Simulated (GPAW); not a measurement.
# The C K excitation threshold of SiC (Moissanite, P6_3mc) under uniform strain

For each volume the threshold was computed as E(hole) − E(ground) plus the lowest empty eigenvalue of the hole cell (GPAW, LDA, 16-atom cell, total energies on 4×4×4 k points, the eigenvalue on 5×5×5, hole spin-paired). The values are raw, 7 eV above the value with the free atom's term for the hole's spin taken off; only their change is used. The threshold is the spectrum's zero, where absorption may be weak, not the visible edge.

| volume | ln(V/V₀) | threshold (eV) |
| --- | --- | --- |
| V × 0.94 | -0.06188 | 286.984 |
| V × 0.97 | -0.03046 | 287.151 |
| V × 1 | +0.00000 | 287.257 |
| V × 1.03 | +0.02956 | ? |
| V × 1.06 | +0.05827 | 287.307 |

Q: Fit a straight line in ln(V/V₀), give its slope, and predict the threshold at V × 1.03.

The means of the given rows are x̄ = -0.00852 and Ē = 287.175 eV. Σ(x − x̄)(E − Ē) = 0.02023 and Σ(x − x̄)² = 0.007862, so the slope is +2.57 eV, and the line passes the given rows within 0.060 eV. At x = +0.02956 it gives 287.175 + (+2.57) × (+0.03808) = 287.273 eV. The run gives 287.285 eV, a miss of -0.012 eV over a total move of +0.323 eV. The rows bend away from the line, so the slope is only a mean over the range. It stands for the clamped-ion volume deformation potential of the lowest empty level of the hole cell on this mesh (the hole may pull it below the band edge) against the C 1s level, with the hole's relaxation included: the threshold rises by 0.026 eV for 1 % of expansion. The charged cell's image error also scales with the cell's size and isn't taken out.

[Hosts, paths, dates, database ids (printed as entryN), source tags and the programs' standing remarks are cut or masked in the printed files.]

[Lists of maxima count a maximum above −3 eV only where it reaches 4 % of the highest in the window and stands out from its surroundings by 2 % of it (1.5 % where it reaches 55 %); shoulders and weaker maxima are passed over, and of the rest the first, up to two pre-edge ones and the few strongest are named.]
